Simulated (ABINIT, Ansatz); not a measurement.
# Quasiparticle gap of CuI (Marshite) in ABINIT, part 2 of 2

Aim: the G0W0 gap of CuI (Marshite) on PBE, step by step.

ABINIT 10.8.3; PBE and many-body steps on it, plane waves. Known limits of the many-body steps: short of the basis limit; d shell near the gap, gap tends to lie low; no spin-orbit coupling.

So far. Step 2 (Ground state): The gap is direct, at Γ. Step 3 (Bands along the symmetry lines): The gap is 1.093 eV, as in the run before at this level.

The database entry behind the starting cell differs from other determinations of this structure, so it need not match the best structure at room temperature.

In doubt: a PseudoDojo file used here is known to give poor structures and forces, which bears on pressures, cells, forces and phonons.

**4. Empty states on the mesh, 4×4×4 mesh, 1033 bands**

Level of this step: DFT, PBE, plane waves, norm-conserving pseudopotentials (ABINIT).

The sums over transitions need many empty states on a uniform mesh; this step solves for them.

Input file run.abi:

```
acell 3*1.0 Angstrom
rprim 
  0.000000000000 3.031500000000 3.031500000000
  3.031500000000 -0.000000000000 3.031500000000
  3.031500000000 3.031500000000 0.000000000000
ntypat 2
znucl 29 53
natom 2
typat 1 2
xred 
  0.250000000000 0.250000000000 0.250000000000
  0.000000000000 0.000000000000 0.000000000000
pp_dirpath "pseudos"
pseudos "Cu.upf, I.upf"
ecut 42
ngkpt 4 4 4
nshiftk 1
shiftk 0 0 0
kptopt 1
chksymbreak 0
irdden 1
istwfk *1
nband 1033
prtvol 0
optdriver 6
gwr_task "HDIAGO"
paral_kgb 0
occopt 1
indata_prefix "in"
outdata_prefix "out"
tmpdata_prefix "tmp"
```

On the command line:

```bash
$ OMP_NUM_THREADS=1 mpirun -n 8 abinit run.abi > log
```

Standard output:

```text
[banner, memory and clock lines left out]
.Version 10.8.3 of ABINIT. v10.8.2 released Aug 2026.

 Symmetries : space group F-4 3 m (#216); Bravais cF (face-center cubic)
[... echo of the input left out ...]
== DATASET  1 ==================================================================
-   mpi_nproc: 8, omp_nthreads: 1 (-1 if OMP is not activated)

--- !DatasetInfo
iteration_state: {dtset: 1, }
dimensions: {natom: 2, nkpt: 8, mband: 1033, nsppol: 1, nspinor: 1, nspden: 1, mpw: 4916, }
cutoff_energies: {ecut:  42.0, pawecutdg:  -1.0, }
electrons: {nelect:   2.60000000E+01, charge:   0.00000000E+00, occopt:   1.00000000E+00, tsmear:   1.00000000E-02, }

.Using double precision arithmetic; gwpc =  8

- Reading GS density from: in_DEN

--- Pseudopotential description ------------------------------------------------
- Cu Generated using ONCVPSP code by D. R. Hamann
- 29.00000  19.00000  171031                  znucl, zion, pspdat
12 -101130 2 -1 1492                          pspcod,pspxc,lmax,lloc,mmax
     nproj     2     2     2
  pspatm : epsatm=   21.66068635
         --- l  ekb(1:nproj) -->
             0    5.018228   -0.401224
             1   -3.482181   -0.761012
             2   -6.875193   -2.519588
 pspatm: atomic psp has been read  and splines computed

- I Generated using ONCVPSP code by D. R. Hamann
- 53.00000   7.00000  171031                  znucl, zion, pspdat
12 -101130 2 -1 1196                          pspcod,pspxc,lmax,lloc,mmax
     nproj     2     2     2
  pspatm : epsatm=   19.17056757
         --- l  ekb(1:nproj) -->
             0    5.955518    0.916455
             1    4.011347    0.742302
             2    4.134838    0.711910
 pspatm: atomic psp has been read  and splines computed

   1.06161260E+03                                ecore*ucvol(ha*bohr**3)

 Total charge density [el/Bohr^3]
)     Maximum=    4.3915E+00  at reduced coord.    0.2083    0.2708    0.3125
)     Minimum=    9.0960E-04  at reduced coord.    0.0000    0.0000    0.0000
   Integrated=    2.6000E+01

 === KS gaps after direct diagonalization ===
 Direct band gap semiconductor
 Fundamental gap:     1.093 (eV)
   VBM:     3.896 (eV) at k: [ 0.0000E+00,  0.0000E+00,  0.0000E+00]
   CBM:     4.989 (eV) at k: [ 0.0000E+00,  0.0000E+00,  0.0000E+00]
 Direct gap:         1.093 (eV) at k: [ 0.0000E+00,  0.0000E+00,  0.0000E+00]

== END DATASET(S) ==============================================================

 -outvars: echo values of variables after computation  --------
           etotal      0.0000000000E+00
            nband        1033
             nkpt           8
          spgroup         216
 [... the other variables as echoed above ...]

 Calculation completed.
```

It took 97 s on 8 MPI ranks of Arm Neoverse V1, shared host; peak memory 11 GiB; 13 min of CPU time.

This step gave:

* gap: 1.093 eV
* k of the valence top: 0, 0, 0
* k of the conduction bottom: 0, 0, 0
* least direct gap: 1.093 eV
* k points computed: 8
* lowest point of the top converged band, above the valence top: 387.5993 eV

On this mesh the gap is 1.093 eV.

**5. Screening, 4×4×4 mesh, 1025 bands, screening to 435.4 eV**

The RPA dielectric matrix is built and inverted for each q.

This step: RPA screening on PBE, plane waves, norm-conserving pseudopotentials.

run.abi, as its differences from that of step 4:

```diff
@@ -20,10 +20,11 @@
 chksymbreak 0
-irdden 1
 istwfk *1
-nband 1033
-prtvol 0
-optdriver 6
-gwr_task "HDIAGO"
-paral_kgb 0
 occopt 1
+irdwfk 1
+optdriver 3
+nband 1025
+ecuteps 16
+inclvkb 2
+awtr 1
+symchi 1
 indata_prefix "in"
```

Standard output:

```text
.Version 10.8.3 of ABINIT. v10.8.2 released Aug 2026.

 Symmetries : space group F-4 3 m (#216); Bravais cF (face-center cubic)
[... echo of the input left out ...]
== DATASET  1 ==================================================================
-   mpi_nproc: 8, omp_nthreads: 1 (-1 if OMP is not activated)

--- !DatasetInfo
iteration_state: {dtset: 1, }
dimensions: {natom: 2, nkpt: 8, mband: 1025, nsppol: 1, nspinor: 1, nspden: 1, mpw: 4916, }
cutoff_energies: {ecut:  42.0, pawecutdg:  -1.0, }
electrons: {nelect:   2.60000000E+01, charge:   0.00000000E+00, occopt:   1.00000000E+00, tsmear:   1.00000000E-02, }

 SCREENING: Calculation of the susceptibility and dielectric matrices

 Based on a program developped by R.W. Godby, V. Olevano, G. Onida, and L. Reining.
 Incorporated in ABINIT by V. Olevano, G.-M. Rignanese, and M. Torrent.
.Using double precision arithmetic ; gwpc =  8

[... cell and pseudopotentials left out ...]
--------------------------------------------------------------------------------

 ==== K-mesh for the wavefunctions ====
 Number of points in the irreducible wedge :     8
[... list of points left out ...]
 Together with 24 symmetry operations and time-reversal symmetry
 yields    64 points in the full Brillouin Zone.

 ==== Q-mesh for the screening function ====
 Number of points in the irreducible wedge :     8
[... list of points left out ...]
 Together with 24 symmetry operations and time-reversal symmetry
 yields    64 points in the full Brillouin Zone.

 setmesh: FFT mesh size selected  =    40x   40x   40
          total number of points  =        64000

 vcoul_init : cutoff-mode = AUXILIARY_FUNCTION
 q-points for optical limit:   1
     1)      0.000010    0.000020    0.000030

- screening: taking advantage of time-reversal symmetry
- Maximum band index for partially occupied states nbvw = 13
- Remaining bands to be divided among processors   nbcw = 1012
- Number of bands treated by each node ~126

 Number of electrons calculated from density =   26.0000; Expected =   26.0000
 average of density, n =  0.069147
 r_s =    1.5114
 omega_plasma =   25.3655 [eV]

 calculating chi0 at frequencies [eV] :
  1    0.000000E+00    0.000000E+00
  2    0.000000E+00    2.536545E+01

--------------------------------------------------------------------------------
  q-point number  1        q = ( 0.000000, 0.000000, 0.000000) [r.l.u.]
--------------------------------------------------------------------------------
[... chi0 elements left out ...]
 For q-point:  0.000010 0.000020 0.000030
  dielectric constant =  10.2006
  dielectric constant without local fields =  10.9060

  Average fulfillment of the sum rule on Im[epsilon] for q-point    1 :    102.56  [%]
[... wings left out ...]
  q-point number  2        q = ( 0.250000, 0.000000, 0.000000) [r.l.u.]
--------------------------------------------------------------------------------
[... chi0 elements left out ...]
  Average fulfillment of the sum rule on Im[epsilon] for q-point    2 :    107.65  [%]

 [... 6 further q-points ...]
```

Wall time 26 min (8 MPI ranks); peak memory 12 GiB.

This step gave:

| Quantity | Value |
| --- | --- |
| ε∞ with local fields, on this mesh | 10.20 |
| ε∞ without local fields, on this mesh | 10.91 |
| plasma frequency | 25.37 eV |
| plane waves in the screening matrix | 1139 |

Local fields lower ε∞ by 6 %.

**6. Self-energy, 4×4×4 mesh, 1025 bands, screening to 435.4 eV**

The self-energy is evaluated for the states that the input lists, and the quasiparticle equation is solved.

This step: G0W0 on PBE, plane waves, norm-conserving pseudopotentials.

run.abi, as its differences from that of step 5:

```diff
@@ -23,8 +23,15 @@
 irdwfk 1
-optdriver 3
+optdriver 4
 nband 1025
+gwcalctyp 0
+ecutsigx 42
+symsigma 1
+nkptgw 1
+kptgw 
+  0.0000000000 0.0000000000 0.0000000000
+bdgw 
+  11 17
 ecuteps 16
-inclvkb 2
-awtr 1
-symchi 1
+irdscr 1
+ppmodel 1
 indata_prefix "in"
```

Standard output:

```text
.Version 10.8.3 of ABINIT. v10.8.2 released Aug 2026.

 Symmetries : space group F-4 3 m (#216); Bravais cF (face-center cubic)
[... echo of the input left out ...]
== DATASET  1 ==================================================================
-   mpi_nproc: 8, omp_nthreads: 1 (-1 if OMP is not activated)

--- !DatasetInfo
iteration_state: {dtset: 1, }
dimensions: {natom: 2, nkpt: 8, mband: 1025, nsppol: 1, nspinor: 1, nspden: 1, mpw: 4916, }
cutoff_energies: {ecut:  42.0, pawecutdg:  -1.0, }
electrons: {nelect:   2.60000000E+01, charge:   0.00000000E+00, occopt:   1.00000000E+00, tsmear:   1.00000000E-02, }

 SIGMA: Calculation of the GW corrections

 Based on a program developped by R.W. Godby, V. Olevano, G. Onida, and L. Reining.
 Incorporated in ABINIT by V. Olevano, G.-M. Rignanese, and M. Torrent.
.Using double precision arithmetic ; gwpc =  8

[... cell and pseudopotentials left out ...]
--------------------------------------------------------------------------------

 ==== K-mesh for the wavefunctions ====
 Number of points in the irreducible wedge :     8
[... list of points left out ...]
 Together with 24 symmetry operations and time-reversal symmetry
 yields    64 points in the full Brillouin Zone.

 ==== Q-mesh for screening function ====
 Number of points in the irreducible wedge :     8
[... list of points left out ...]
 Together with 24 symmetry operations and time-reversal symmetry
 yields    64 points in the full Brillouin Zone.

 vcoul_init : cutoff-mode = AUXILIARY_FUNCTION
 q-points for optical limit:   1
     1)      0.000010    0.000020    0.000030
 setmesh: FFT mesh size selected  =    48x   48x   48
          total number of points  =       110592

 Number of electrons calculated from density =   26.0000; Expected =   26.0000
 average of density, n =  0.069147
 r_s =    1.5114
 omega_plasma =   25.3655 [eV]

 === KS Band Gaps ===
  >>>> For spin  1
   Minimum direct gap =   1.0930 [eV], located at k-point      :   0.0000  0.0000  0.0000
   Fundamental gap    =   1.0930 [eV], Top of valence bands at :   0.0000  0.0000  0.0000
                                       Bottom of conduction at :   0.0000  0.0000  0.0000
 SIGMA fundamental parameters:
 PLASMON POLE MODEL  1
 number of plane-waves for SigmaX                 4909
 number of plane-waves for SigmaC and W           1139
 number of plane-waves for wavefunctions          4909
 number of bands                                  1025
 number of independent spin polarizations            1
 number of spinorial components                      1
 number of k-points in IBZ                           8
 number of q-points in IBZ                           8
 number of symmetry operations                      24
 number of k-points in BZ                           64
 number of q-points in BZ                           64
 number of frequencies for dSigma/dE                 9
 frequency step for dSigma/dE [eV]                0.25
 number of omega for Sigma on real axis              0
 max omega for Sigma on real axis  [eV]           0.00
 zcut for avoiding poles [eV]                     0.10

 EPSILON^-1 parameters (SCR file):
 dimension of the eps^-1 matrix on file           1139
 dimension of the eps^-1 matrix used              1139
 number of plane-waves for wavefunctions          4909
 number of bands                                  1025
 number of q-points in IBZ                           8
 number of frequencies                               2
 number of real frequencies                          1
 number of imag frequencies                          1

 matrix elements of self-energy operator (all in [eV])

 Perturbative Calculation

--- !SelfEnergy_ee
iteration_state: {dtset: 1, }
kpoint     : [   0.000,    0.000,    0.000, ]
spin       : 1
KS_gap     :    1.093
QP_gap     :    1.601
Delta_QP_KS:    0.508
data: !SigmaeeData |
     Band     E0 <VxcDFT>   SigX SigC(E0)      Z dSigC/dE  Sig(E)    E-E0       E
       11   3.896 -24.676 -30.022   4.744   0.743  -0.346 -25.123  -0.447   3.449
       12   3.896 -24.676 -30.022   4.744   0.743  -0.346 -25.123  -0.447   3.449
       13   3.896 -24.676 -30.022   4.744   0.743  -0.346 -25.123  -0.447   3.449
       14   4.989  -9.943  -5.712  -4.157   0.810  -0.235  -9.883   0.060   5.049
       15   8.755  -9.970  -5.573  -4.292   0.804  -0.243  -9.886   0.084   8.839
       16   8.755  -9.970  -5.573  -4.292   0.804  -0.243  -9.886   0.084   8.839
       17   8.755  -9.970  -5.573  -4.292   0.804  -0.243  -9.886   0.084   8.839

== END DATASET(S) ==============================================================
================================================================================

 -outvars: echo values of variables after computation  --------
           etotal      0.0000000000E+00
            nband        1025
             nkpt           8
          spgroup         216
 [... the other variables as echoed above ...]

 Calculation completed.
```

Run time: 7.1 min. Hardware: 8 MPI ranks; peak memory 15 GiB.

This step gave:

* G0W0 gap on the mesh: 1.600 eV
* starting gap on the mesh: 1.093 eV
* k of the valence top: 0, 0, 0
* k of the conduction bottom: 0, 0, 0
* Z at the valence top: 0.743
* Z at the conduction bottom: 0.81
* least direct G0W0 gap on the computed points: 1.600 eV

The gap on the mesh goes from 1.09 eV to 1.60 eV, a correction of +0.51 eV.

Limits: finite bands, cutoff and mesh; d shell near the gap, gap tends to lie low; no spin-orbit coupling. v1 is the top filled band, c1 the lowest empty one. Levels before and after the correction, in eV, zero at the valence-band top of each column:

```csv
,conduction bottom,valence top
Kohn-Sham,1.09,0.00
G0W0,1.60,0.00
```

|  | level | energy (eV) |
| --- | --- | --- |
| Kohn-Sham | Γ v3-v1 | 0.000 |
| Kohn-Sham | Γ c1 | 1.093 |
| Kohn-Sham | Γ c2-c4 | 4.859 |
| G0W0 | Γ v3-v1 | 0.000 |
| G0W0 | Γ c1 | 1.600 |
| G0W0 | Γ c2-c4 | 5.390 |

**7. Where the time went**

Times are wall times on 8 MPI ranks of Arm Neoverse V1, shared host, good to a factor of about two.

| step | time | share | memory (GiB) |
| --- | --- | --- | --- |
| ground state | 12 s | 1 % | 0.65 |
| bands along the symmetry lines | 13 s | 1 % | 0.58 |
| empty states on the mesh | 97 s | 5 % | 11 |
| screening | 26 min | 74 % | 12 |
| self-energy | 7.1 min | 20 % | 15 |

**8. Results**

```
PBE gap              : 1.09 eV, direct
G0W0 gap on the mesh : 1.60 eV
GW settings          : 4×4×4 mesh, 1025 bands, screening to 435.4 eV, Godby-Needs plasmon pole
known limits         : short of the basis limit; d shell near the gap, gap tends to lie low; no spin-orbit coupling
```

In words: G0W0 moves the gap on the mesh from 1.09 eV to 1.60 eV (+0.51 eV), with Z of 0.74 and 0.81 at the edges. Local fields lower the RPA ε∞ on this mesh from 10.91 to 10.20. The dearest step here is «screening». Bands and cutoff are finite, so the gap stands short of the basis limit, usually by up to a few tenths of an eV; the mesh is an error of its own. A d shell, filled or nearly so, lies near the gap. One-shot GW converges very slowly in bands there, not always from below, and on a semilocal start the gap tends to come out low; starts rich in exact exchange can overshoot instead. The many-body steps are scalar-relativistic: spin-orbit coupling is not in them.

[Long decimals in the printed logs are rounded to 6 places.]

[Logs are printed without paths, hosts, clocks, repeated set-up lines and the standing remarks that a program may print on its own settings, such as how far it seeks lower states.]

[Paths, hosts, dates, memory and timing lines, banners, echoed tables and standing remarks are left out of the program output; an Ansatz launch command may be rebuilt from the run's recorded settings. Measured values are a selection of at most five: reports struck by readers or far from the other reports are left out. None is set beside runs whose start may be inverted or whose files or cutoffs have a known fault.]

[Runs of the session that timed out or met a known fault of the program may be left out.]

[Hosts, paths, dates, database ids (printed as entryN), source tags and the programs' standing remarks are cut or masked in the printed files.]

[G0W0 gaps are taken among the corrected bands and points alone; a level outside them can change the order at an edge.]

[Where Ansatz stands beside ABINIT at settings called matched, ABINIT's density can come from a denser mesh and the files from another edition; pairs whose starting gaps differed by over 0.03 eV were left out, so agreement reads better than it is.]
